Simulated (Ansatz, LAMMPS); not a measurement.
# Electronic structure of liquid 52SiO2-48Li2O (mol %) at 3300 K (69 atoms), part 2 of 2

What does DFT give for liquid 52SiO2-48Li2O (mol %) at 3300 K (69 atoms) as built?

Ansatz 0.2.0; Kohn-Sham DFT, PBE, PAW (set soft_2), plane waves.

The cell: 12 Si, 22 Li and 35 O. The network of bonds at the start is that of the classical potential that made the cell. Sampling is at Γ alone, for a cell whose shortest periodic width is 9 Å.

So far: The starting structure; How the cell was made; Plane-wave single point.

## (3) Plane-wave single point (continued)

Valence density in the ab plane at fractional z = 0.434, with atoms of Si and Li and O within 0.2 Å of it. It is the smooth field of the valence electrons, not physical close to the nuclei.

Ten steps, logarithmic in the rise over the least value, from '0' (0.0 e/Å³) to '9' (7.4 e/Å³), each cell a mean:
```
0000010001122234799852331
1100000011223334688741001
1111000011233313555421001
2322111111234322332210012
3433223221123332221000012
4433345532122322110000012
3333467753222111100000012
3333468763675111110000012
4554456644897101111000012
6875334432685111111145323
8997321110122221111389624
7986310000013443211389624
5664200000125776321134213
2332100000125887422221111
1110000000124776433433110
0000000000113454334554210
0000000001112222234654210
0001221111122111123443100
0013444211222100012221100
0125786421111100000110000
0136998521110000000000000
0136897421000000122211452
0024565310000012355424895
0001232100011123688744884
```
Columns run along a (9.1 Å), rows up along b (9.1 Å). Atoms in or near the plane, at fractional coordinates: Si at (0.58, 0.87), Li at (0.84, 0.53), Li at (0.91, 0.04), Li at (0.44, 0.63), O at (0.20, 0.13), O at (0.06, 0.54), O at (0.72, 0.97).

Mean Löwdin charges: Li +0.78, O -0.91, Si +1.56 e (they miss 1.3 % of the electrons, so they add up to more than the cell's charge). The largest share in the top eV of filled states is O p (96 % of the projected weight), and in the lowest eV of empty states Li s (33 % of the projected weight).

## (4) Local order

These statistics describe the geometry on which the runs were made.

Density 2.33 g/cm³, 10.84 Å³ an atom.

Pair distribution functions g(r), in bins of 0.2 Å:

| r (Å) | total | O-O | O-Li | O-Si | Li-Li | Li-Si | Si-Si |
| --- | --- | --- | --- | --- | --- | --- | --- |
| 1.30 | 0.07 | 0.00 | 0.00 | 0.38 | 0.00 | 0.00 | 0.00 |
| 1.50 | 0.95 | 0.00 | 0.00 | 5.40 | 0.00 | 0.00 | 0.00 |
| 1.70 | 1.31 | 0.00 | 1.04 | 5.47 | 0.00 | 0.00 | 0.00 |
| 1.90 | 0.98 | 0.00 | 2.25 | 1.02 | 0.35 | 0.30 | 0.00 |
| 2.10 | 0.84 | 0.00 | 2.24 | 0.34 | 0.53 | 0.00 | 0.00 |
| 2.30 | 0.52 | 0.45 | 0.73 | 0.14 | 0.46 | 0.83 | 0.00 |
| 2.50 | 1.32 | 2.65 | 1.00 | 0.11 | 1.38 | 1.45 | 0.00 |
| 2.70 | 0.92 | 1.40 | 0.89 | 0.09 | 1.17 | 1.23 | 0.00 |
| 2.90 | 1.17 | 1.75 | 0.78 | 0.08 | 2.20 | 1.73 | 1.44 |
| 3.10 | 0.88 | 0.82 | 0.79 | 0.59 | 0.90 | 1.66 | 1.25 |
| 3.30 | 1.12 | 0.97 | 1.02 | 0.78 | 1.11 | 2.19 | 1.55 |
| 3.50 | 0.90 | 0.87 | 0.87 | 1.10 | 0.60 | 0.93 | 1.04 |
| 3.70 | 0.94 | 1.14 | 0.91 | 0.98 | 0.72 | 0.83 | 0.61 |
| 3.90 | 1.06 | 0.74 | 1.11 | 1.77 | 0.88 | 0.75 | 0.81 |
| 4.10 | 1.04 | 0.87 | 1.10 | 1.30 | 1.03 | 0.94 | 0.76 |
| 4.30 | 0.99 | 0.86 | 1.13 | 1.27 | 0.67 | 0.79 | 0.91 |

Bonds by pair of elements; cutoffs follow the first minimum of g(r), held within bounds set by covalent radii, and pairs that aren't listed don't count as bonded:

| pair A-B | cutoff (Å) | bonds | mean length (Å) | spread (Å) | shortest (Å) | B about A | A about B |
| --- | --- | --- | --- | --- | --- | --- | --- |
| O-Li | 2.38 | 65 | 2.03 | 0.185 | 1.63 | 1.86 | 2.96 |
| O-Si | 2.16 | 48 | 1.66 | 0.14 | 1.40 | 1.37 | 4 |

How many atoms have how many bonded neighbours:

| element | mean | 1 | 2 | 3 | 4 | 5 |
| --- | --- | --- | --- | --- | --- | --- |
| Li | 2.96 | 1 | 5 | 10 | 6 | 0 |
| O | 3.23 | 0 | 5 | 19 | 9 | 2 |
| Si | 4 | 0 | 0 | 0 | 12 | 0 |

Bond angles, per cent of each kind in bins of 5°:

| angle (°) | Li-O-Si | O-Si-O | O-Li-O | Li-O-Li | Si-O-Si |
| --- | --- | --- | --- | --- | --- |
| 55–60 | 0.0 | 0.0 | 1.4 | 4.3 | 0.0 |
| 60–65 | 1.3 | 0.0 | 0.0 | 4.3 | 0.0 |
| 65–70 | 2.6 | 0.0 | 2.8 | 6.4 | 0.0 |
| 70–75 | 2.6 | 1.4 | 1.4 | 6.4 | 0.0 |
| 75–80 | 0.0 | 0.0 | 5.6 | 2.1 | 0.0 |
| 80–85 | 5.3 | 0.0 | 7.0 | 12.8 | 0.0 |
| 85–90 | 10.5 | 4.2 | 8.5 | 17.0 | 0.0 |
| 90–95 | 7.9 | 16.7 | 7.0 | 0.0 | 0.0 |
| 95–100 | 5.3 | 8.3 | 5.6 | 6.4 | 0.0 |
| 100–105 | 11.8 | 19.4 | 8.5 | 4.3 | 0.0 |
| 105–110 | 9.2 | 9.7 | 9.9 | 0.0 | 0.0 |
| 110–115 | 4.0 | 4.2 | 8.5 | 8.5 | 0.0 |
| 115–120 | 6.6 | 6.9 | 5.6 | 4.3 | 0.0 |
| 120–125 | 9.2 | 15.3 | 2.8 | 2.1 | 7.7 |
| 125–130 | 1.3 | 4.2 | 2.8 | 6.4 | 0.0 |
| 130–135 | 5.3 | 4.2 | 2.8 | 0.0 | 7.7 |
| 135–140 | 5.3 | 0.0 | 7.0 | 0.0 | 7.7 |
| 140–145 | 0.0 | 4.2 | 2.8 | 2.1 | 15.4 |
| 145–150 | 4.0 | 0.0 | 2.8 | 6.4 | 0.0 |
| 150–155 | 1.3 | 1.4 | 2.8 | 2.1 | 15.4 |
| 155–160 | 0.0 | 0.0 | 2.8 | 4.3 | 23.1 |
| 160–165 | 2.6 | 0.0 | 0.0 | 0.0 | 15.4 |
| 165–170 | 1.3 | 0.0 | 1.4 | 0.0 | 7.7 |
| 170–175 | 2.6 | 0.0 | 0.0 | 0.0 | 0.0 |

Bond angles (no mean is given where the spread exceeds 20°):

| angle | count | mean (°) | spread (°) |
| --- | --- | --- | --- |
| Li-O-Si | 76 | - | - |
| O-Si-O | 72 | 109 | 15.6 |
| O-Li-O | 71 | - | - |
| Li-O-Li | 47 | - | - |
| Si-O-Si | 13 | 149 | 12.2 |

Oxygen atoms by the number of network formers (Si, P, Ge, B, Al, As, Ga) bound to them:

| network formers bound to O | O atoms | per cent |
| --- | --- | --- |
| 0 | 0 | 0 |
| 1 | 22 | 62.9 |
| 2 | 13 | 37.1 |

Network units: each former by its oxygen neighbours and how many of them bridge to another former:

| former | O neighbours | bridging O | atoms |
| --- | --- | --- | --- |
| Si | 4 | 1 | 2 |
| Si | 4 | 2 | 6 |
| Si | 4 | 3 | 4 |

Bond length by coordination (bonds to H left out):

| element | coordination | atoms | mean bond length (Å) |
| --- | --- | --- | --- |
| Li | 1 | 1 | 1.72 |
| Li | 2 | 5 | 1.91 |
| Li | 3 | 10 | 2.06 |
| Li | 4 | 6 | 2.06 |
| O | 2 | 5 | 1.75 |
| O | 3 | 19 | 1.85 |
| O | 4 | 9 | 1.90 |
| O | 5 | 2 | 2.00 |

Rings of the network by King's shortest-path rule, up to 12 atoms, one path for each pair of neighbours; H, halogens, alkali and alkaline-earth atoms are left out, and the last column divides by all other atoms, bonded or not:

| ring size (atoms) | rings | per network atom |
| --- | --- | --- |
| 10 | 1 | 0.021 |

First main peaks of g(r), for some of the pairs, lie near 2.5 Å (O-O), 1.9 Å (O-Li) and 1.6 Å (O-Si). With the cutoffs above, 45 % of Li atoms have 3, 54 % of O atoms have 3 and all Si atoms have 4 bonded neighbours. 37 % of the oxygens bridge two formers (Si) and 63 % are non-bridging. The commonest Si unit has 4 oxygens, 2 of them shared with other formers (6 of 12 atoms). All rings counted have 10 atoms.

A closer look about Si7, whose charge lies farthest from its element's mean: 9 atoms, nearest first, numbered in the order of the input, with positions taken from that point.

| atom | x | y | z | distance (Å) | bonds | Löwdin charge (e) | Fx | Fy | Fz (eV/Å) |
| --- | --- | --- | --- | --- | --- | --- | --- | --- | --- |
| Si7 | 0.00 | 0.00 | 0.00 | 0.00 | 4 | 1.37 | -1.31 | 5.41 | 4.19 |
| O52 | 1.58 | -0.27 | -0.02 | 1.60 | 4 | -0.98 | -0.21 | -0.09 | -0.34 |
| O35 | -0.61 | 0.60 | 1.45 | 1.68 | 3 | -0.81 | 2.56 | 0.25 | -1.34 |
| O57 | -0.28 | -1.60 | 0.54 | 1.71 | 5 | -1.05 | -2.60 | -1.29 | -0.46 |
| O62 | -0.72 | 1.32 | -0.85 | 1.73 | 3 | -0.77 | 0.50 | -1.43 | -1.41 |
| Li26 | -0.27 | -1.59 | -1.09 | 1.94 | 3 | 0.79 | 0.45 | -2.90 | -5.41 |
| Li25 | 1.68 | 1.10 | 1.17 | 2.33 | 3 | 0.80 | 1.06 | 1.78 | 0.69 |
| Li29 | 1.47 | -1.85 | 1.47 | 2.78 | 3 | 0.81 | -0.61 | 0.21 | -0.35 |
| Li21 | -2.29 | -1.65 | 0.49 | 2.86 | 3 | 0.78 | -0.54 | 0.32 | 2.15 |

The column of bonds counts only the pairs O-Li within 2.38 Å, O-Si within 2.16 Å; other neighbours, such as metal atoms beside each other in a compound, aren't counted, and periodic images can show an atom twice.

## (5) Outcome

```json
{"free energy per atom": "-464.3243 eV/atom", "pressure": "8.299 GPa", "r.m.s. force component": "2.738 eV/Å", "gap (highest filled to lowest empty level)": "1.261 eV", "wall time of the 1 DFT run": "4 s"}
```

Between filled and empty levels lie 1.26 eV (at Γ alone); a semilocal functional tends to put such gaps too low. In a disordered cell it changes from sample to sample and from frame to frame. With the cutoffs above, 45 % of Li atoms have 3, 54 % of O atoms have 3 and all Si atoms have 4 bonded neighbours. 37 % of the oxygens bridge two formers (Si) and 63 % are non-bridging.

**Limits.** The force components of 2.7 eV/Å r.m.s. hold both thermal displacement and the mismatch between the potential that made the cell and DFT. The stress is far from hydrostatic: its diagonal is 11.2, 6.8, 6.9 GPa, compression counted positive. The pressure of 8.3 GPa is that of one thermal frame, in which the classical model's bond lengths enter as well as the volume, without the kinetic term.

[Logs are printed without paths, hosts, clocks, repeated set-up lines and the standing remarks that a program may print on its own settings, such as how far it seeks lower states.]

[Hosts, paths, dates, database ids (printed as entryN), source tags and the programs' standing remarks are cut or masked in the printed files.]
